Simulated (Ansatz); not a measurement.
## AlRu (Pm-3m): zone-centre modes under pressure

Wanted: Grüneisen parameters and pressure coefficients of the modes of AlRu (Pm-3m).

Calculated with Ansatz 0.2.0; DFT LDA, scalar-relativistic, plane waves, PAW; PAW set soft_1.

Report form: the programs' logs are mostly left out.

## Step 1: Starting point

The structure is cubic, space group Pm-3m (No. 221). Conventional cell: a = 2.992 Å, b = 2.992 Å, c = 2.992 Å, α = 90.00°, β = 90.00°, γ = 90.00°. Nearest to Al lie 8 Ru at 2.59 Å. Ru has 8 Al at 2.59 Å nearest. Farther neighbours are not listed.

## Step 2: A rough relaxation first

The start is far from rest, so a relaxation with loose tolerances brings it close first.

input.yaml reads:

```yaml
crystal:
  lattice:
    - [2.9916, 0.0, 0.0]
    - [0.0, 2.9916, 0.0]
    - [0.0, 0.0, 2.9916]
  atoms:
    - { symbol: Al, position: [0.0, 0.0, 0.0] }
    - { symbol: Ru, position: [0.5, 0.5, 0.5] }
kpoints:
  mp_grid: { grid: [6, 6, 6] }
hamiltonian:
  xc: lda
  pseudopotentials: { kind: paw, azcp: { folder: soft_1 }, xc_functional: pbe }
scf:
  occupations: { method: gaussian, width: 0.1 }
output:
  forces: true
  stress: true
  eigenvalues: true
relax:
  adjacent_minimum: "off"
  f_tol: 0.05
  max_steps: 80
  cell: { stress_tol: 0.5 }
```

Run with:

```
$ ansatz run input.yaml --threads 4 --pin off --max-ram 10240MiB --backend cpu --events-out ev --progress --plain --runs-dir out
```

Wall time 1.1 s (4 threads of Arm Neoverse V1, shared host); peak memory 0.27 GiB; 2.9 s of CPU time.

Relaxation path:

| step | energy less that of the first step (eV) | largest force component (eV/Å) | pressure (GPa) | volume (Å³) |
| --- | --- | --- | --- | --- |
| 1 | 0.0000 | 0.0000 | -8.22 | 26.77 |
| 2 | -0.0257 | 0.0000 | 2.54 | 25.49 |
| 3 | -0.0276 | 0.0000 | -0.16 | 25.78 |
| 4* | -0.0268 | 0.0000 | -0.18 | 25.78 |

Relaxation steps marked * repeat the geometry before them on a plane-wave basis chosen anew for their cell, so energy and pressure can jump there.

Forces are held to the 48 operations that the run works with; a distortion that breaks them can't arise in this run.

| conventional cell, symmetrised | before | after | change |
| --- | --- | --- | --- |
| a (Å) | 2.992 | 2.954 | -1.2 % |
| b (Å) | 2.992 | 2.954 | -1.2 % |
| c (Å) | 2.992 | 2.954 | -1.2 % |
| volume (Å³/atom) | 13.39 | 12.89 | -3.7 % |

The relaxed structure:

```xyz
2
Lattice="2.9543 0.0000 0.0000 0.0000 2.9543 0.0000 0.0000 0.0000 2.9543" Properties=species:S:1:pos:R:3 pbc="T T T"
Al    0.0000    0.0000    0.0000
Ru    1.4771    1.4771    1.4771
```

Numbers from this step:

```
pressure          : -0.1820 GPa
volume per atom   : 12.89 Å³
gap on the k-mesh : 0 eV
```

In this step the volume went from 13.39 to 12.89 Å³/atom.

## Step 3: Relaxation

Harmonic phonons are second derivatives at a point where the forces vanish, and they are wanted at zero stress, so atoms and cell are relaxed first.

input.yaml, the sections that differ from step 2:

```yaml
crystal:
  lattice:
    - [2.9542653596, 0.0, 0.0]
    - [0.0, 2.9542653596, 0.0]
    - [0.0, 0.0, 2.9542653596]
  atoms:
    - { symbol: Al, position: [0.0, 0.0, 0.0] }
    - { symbol: Ru, position: [0.5, 0.5, 0.5] }
kpoints:
  mp_grid: { grid: [14, 14, 14] }
relax:
  adjacent_minimum: "off"
  f_tol: 0.005
  max_steps: 80
  cell: { stress_tol: 0.05 }
# hamiltonian, scf, output: as in step 2
```

Elapsed: 2.8 s, on 4 threads; peak memory 0.33 GiB; 8.4 s of CPU time.

Little changed from the start: no atom moved by 0.005 Å and no cell edge by 0.1 %.

Numbers from this step:

- pressure: 0.01658 GPa

In this step the volume went from 12.89 to 12.89 Å³/atom.

## Step 4: Tight relaxation

Phonons need small forces and stress, so the relaxation is finished with tight tolerances on 16×16×16 k points.

input.yaml, the sections that differ from step 3:

```yaml
crystal:
  lattice:
    - [2.9537570653, 0.0, 0.0]
    - [0.0, 2.9537570653, 0.0]
    - [0.0, 0.0, 2.9537570653]
  atoms:
    - { symbol: Al, position: [0.0, 0.0, 0.0] }
    - { symbol: Ru, position: [0.5, 0.5, 0.5] }
kpoints:
  mp_grid: { grid: [16, 16, 16] }
scf:
  occupations: { method: methfessel_paxton, width: 0.2 }
relax:
  adjacent_minimum: "off"
  f_tol: 0.001
  max_steps: 60
  cell: { stress_tol: 0.01 }
# hamiltonian, output: as in step 3
```

Run time: 2.8 s. Hardware: 4 threads; peak memory 0.36 GiB; 9.7 s of CPU time.

Little changed from the start: no atom moved by 0.005 Å and no cell edge by 0.1 %.

This step gave:

- pressure: 0.003690 GPa
- volume per atom: 12.88 Å³

The forces vanish by symmetry and the pressure is 0.004 GPa, within the tolerances set. The cell now holds 12.88 Å³/atom.

## Step 5: Zone-centre response at rest

Phonons follow from the second derivative of the energy, found here by linear response.

The modes at rest are the reference of the series.

input.yaml, the sections that differ from step 4:

```yaml
crystal:
  lattice:
    - [2.9536383624, 0.0, 0.0]
    - [0.0, 2.9536383624, 0.0]
    - [0.0, 0.0, 2.9536383624]
  atoms:
    - { symbol: Al, position: [0.0, 0.0, 0.0] }
    - { symbol: Ru, position: [0.5, 0.5, 0.5] }
output:
  eigenvalues: true
phonons:
  method: dfpt
# kpoints, hamiltonian, scf: as in step 4
# relax: removed
```

Elapsed: 8.8 s, on 4 threads; peak memory 0.65 GiB.

This step gave:

```
sum-rule residual before enforcement                    : 7.56e-5 eV/Å²
point group                                             : m-3m
highest optical mode at the zone centre (no LO-TO term) : 325.4 cm⁻¹
lowest optical zone-centre mode                         : 325.4 cm⁻¹
```

Patterns of degenerate modes are one choice out of their space. Modes at Γ, with each element's share of the kinetic energy:

| mode | frequency (cm⁻¹) | symmetry | Al % | Ru % |
| --- | --- | --- | --- | --- |
| 1 | 0.0 | acoustic | 21 | 79 |
| 2 | 0.0 | acoustic | 21 | 79 |
| 3 | 0.0 | acoustic | 21 | 79 |
| 4 | 325.4 | T1u | 79 | 21 |
| 5 | 325.4 | T1u | 79 | 21 |
| 6 | 325.4 | T1u | 79 | 21 |

Displacements in mode 6 (325.4 cm⁻¹), the largest set to 1:
```
Al1  0.00  1.00  0.07
Ru2  0.00 -0.27 -0.02
```

Before it was imposed, the acoustic sum rule was missed by 7.6e-5 eV/Å². Small misses are needed for a sound result but don't prove that mesh and cutoff are converged. The lowest optical mode is real, 325 cm⁻¹.

## Step 6: Ground state of a member: 1.06 times the volume at rest

The cell is set to 1.06 times the volume at rest; symmetry leaves nothing else free, so this is a single point.

input.yaml, the sections that differ from step 5:

```yaml
crystal:
  lattice:
    - [3.0115675471, 0.0, 0.0]
    - [0.0, 3.0115675471, 0.0]
    - [0.0, 0.0, 3.0115675471]
  atoms:
    - { symbol: Al, position: [0.0, 0.0, 0.0] }
    - { symbol: Ru, position: [0.5, 0.5, 0.5] }
output:
  forces: true
  stress: true
  eigenvalues: true
# kpoints, hamiltonian, scf: as in step 5
# phonons: removed
```

It took 1.1 s on 4 threads; peak memory 0.34 GiB.

This step gave:

```
pressure        : -11.89 GPa
volume per atom : 13.66 Å³
```

The forces vanish by symmetry, at a pressure of -11.89 GPa.

## Step 7: Zone-centre modes of the member: 1.06 times the volume at rest

The zone-centre modes follow for 1.06 times the volume at rest.

Edit input.yaml of step 6 so:

```diff
@@ -16,4 +16,4 @@
 output:
-  forces: true
-  stress: true
   eigenvalues: true
+phonons:
+  method: dfpt
```

Wall time 11 s (4 threads); peak memory 0.67 GiB; 39 s of CPU time.

Numbers from this step:

| Item | Value |
| --- | --- |
| sum-rule residual before enforcement | 9.74e-5 eV/Å² |
| highest optical mode at the zone centre (no LO-TO term) | 288.1 cm⁻¹ |
| lowest optical zone-centre mode | 288.1 cm⁻¹ |

Patterns of degenerate modes are one choice out of their space. Modes at Γ, with each element's share of the kinetic energy:

| mode | frequency (cm⁻¹) | symmetry | Al % | Ru % |
| --- | --- | --- | --- | --- |
| 1 | 0.0 | acoustic | 21 | 79 |
| 2 | 0.0 | acoustic | 21 | 79 |
| 3 | 0.0 | acoustic | 21 | 79 |
| 4 | 288.1 | T1u | 79 | 21 |
| 5 | 288.1 | T1u | 79 | 21 |
| 6 | 288.1 | T1u | 79 | 21 |

The optical mode lies at 288.1 cm⁻¹.

Between step 5 and this run (volume ratio 1.06) the value for the highest optical mode at the zone centre (no LO-TO term) moves from 325 cm⁻¹ to 288 cm⁻¹ (-11 %).

## Step 8: Ground state of a member: 0.9 times the volume at rest

The cell is set to 0.9 times the volume at rest; symmetry leaves nothing else free, so this is a single point.

input.yaml, the sections that differ from step 7:

```yaml
crystal:
  lattice:
    - [2.8517064849, 0.0, 0.0]
    - [0.0, 2.8517064849, 0.0]
    - [0.0, 0.0, 2.8517064849]
  atoms:
    - { symbol: Al, position: [0.0, 0.0, 0.0] }
    - { symbol: Ru, position: [0.5, 0.5, 0.5] }
output:
  forces: true
  stress: true
  eigenvalues: true
# kpoints, hamiltonian, scf: as in step 7
# phonons: removed
```

The job ended after 0.94 s (4 threads; peak memory 0.33 GiB).

Numbers from this step:

| Item | Value |
| --- | --- |
| pressure | 30.74 GPa |
| volume per atom | 11.60 Å³ |

The forces vanish by symmetry, at a pressure of 30.74 GPa.

## Step 9: Zone-centre modes of the member: 0.9 times the volume at rest

The zone-centre modes follow for 0.9 times the volume at rest.

Edit input.yaml of step 8 so:

```diff
@@ -16,4 +16,4 @@
 output:
-  forces: true
-  stress: true
   eigenvalues: true
+phonons:
+  method: dfpt
```

Elapsed: 8.6 s, on 4 threads; peak memory 0.62 GiB; 31 s of CPU time.

Numbers from this step:

```yaml
sum_rule_residual_before_enforcement: 5.63e-5 eV/Å²
highest_optical_mode_at_the_zone_centre_no_lo_to_term: 394.2 cm⁻¹
lowest_optical_zone_centre_mode: 394.2 cm⁻¹
```

Patterns of degenerate modes are one choice out of their space. Modes at Γ, with each element's share of the kinetic energy:

| mode | frequency (cm⁻¹) | symmetry | Al % | Ru % |
| --- | --- | --- | --- | --- |
| 1 | 0.0 | acoustic | 21 | 79 |
| 2 | 0.0 | acoustic | 21 | 79 |
| 3 | 0.0 | acoustic | 21 | 79 |
| 4 | 394.2 | T1u | 79 | 21 |
| 5 | 394.2 | T1u | 79 | 21 |
| 6 | 394.2 | T1u | 79 | 21 |

The optical mode lies at 394.2 cm⁻¹.

For the highest optical mode at the zone centre (no LO-TO term), step 5 gave 325 cm⁻¹; this run, with volume ratio 0.9, gives 394 cm⁻¹ (+21 %).

## Step 10: The series together

The members are set side by side, also those not shown above.

Each row is one cell with its response, relaxed at fixed volume as far as symmetry leaves anything free; energies are extrapolated to zero smearing, and E0 is that at rest; shape and atoms are relaxed in each cell where symmetry leaves them free; all runs use 16×16×16 k points and Methfessel-Paxton smearing of 0.2 eV. State of the crystal along the series:

| volume ratio | V (Å³/atom) | pressure (GPa) | E - E0 (meV/atom) |
| --- | --- | --- | --- |
| 0.9 | 11.6 | 30.74 | 112.5 |
| 0.92 | 11.85 | 23.2 | 69.28 |
| 0.94 | 12.11 | 16.43 | 37.51 |
| 0.96 | 12.37 | 10.36 | 16.06 |
| 0.98 | 12.63 | 4.901 | 3.873 |
| 0.99 | 12.76 | 2.387 | 0.9525 |
| 1 | 12.88 | 0.00369 | 0 |
| 1.02 | 13.14 | -4.395 | 3.599 |
| 1.04 | 13.4 | -8.344 | 13.91 |
| 1.06 | 13.66 | -11.89 | 30.25 |

Each mode is tracked from rest by its pattern, and modes that stay within 0.3 cm⁻¹ of each other stand once; shape and atoms are relaxed in each cell where symmetry leaves them free; all runs use 16×16×16 k points and Methfessel-Paxton smearing of 0.2 eV. Optical modes along the series:

| V (Å³/atom) | mode 4 T1u (cm⁻¹) |
| --- | --- |
| 11.6 | 394.2 |
| 11.85 | 379.6 |
| 12.11 | 365.5 |
| 12.37 | 351.8 |
| 12.63 | 338.4 |
| 12.76 | 331.8 |
| 12.88 | 325.4 |
| 13.14 | 312.6 |
| 13.4 | 300.2 |
| 13.66 | 288.1 |

From cubic fits (parabolas where under five rows exist) of ln ω and P against ln V through the rows within about 4 % of rest: γ = −d ln ω / d ln V and dω/dP = γ ω / B. Slopes at rest:

| mode | fitted frequency at rest (cm⁻¹) | Grüneisen parameter γ | dω/dP (cm⁻¹/GPa) |
| --- | --- | --- | --- |
| mode 4 T1u | 325.3 | 1.98 | 2.78 |

## Step 11: Outcome

```
members                                                          : 10
highest optical mode at the zone centre (no LO-TO term), at rest : 325.4 cm⁻¹
bulk modulus at rest                                             : 232 GPa
mode 4 T1u, γ                                                    : 1.98
```

The series spans -11.9 to 30.7 GPa, and the slope at rest gives a bulk modulus of 232 GPa. The optical mode has γ = 1.98 and moves by 2.8 cm⁻¹ for each GPa. One k mesh and one cutoff serve the ground states and modes of all volumes. These are harmonic frequencies at zero temperature: anharmonic shifts, linewidths and thermal expansion are left out. With no gap, or one that is small against the smearing, the frequencies hang on the k mesh and the smearing, most of all near Kohn anomalies. The runs are without spin polarisation, although the cell has an odd electron count. The PAW files were made for PBE; the program adapts parts of them to the functional of the run, but their partial waves stay those of PBE, an approximation that was not tested in this session. Only the zone centre was solved, so an instability at another wavevector cannot show here.

[Logs are printed without paths, hosts, clocks, repeated set-up lines and the standing remarks that a program may print on its own settings, such as how far it seeks lower states.]

[Hosts, paths, dates, database ids (printed as entryN), source tags and the programs' standing remarks are cut or masked in the printed files.]
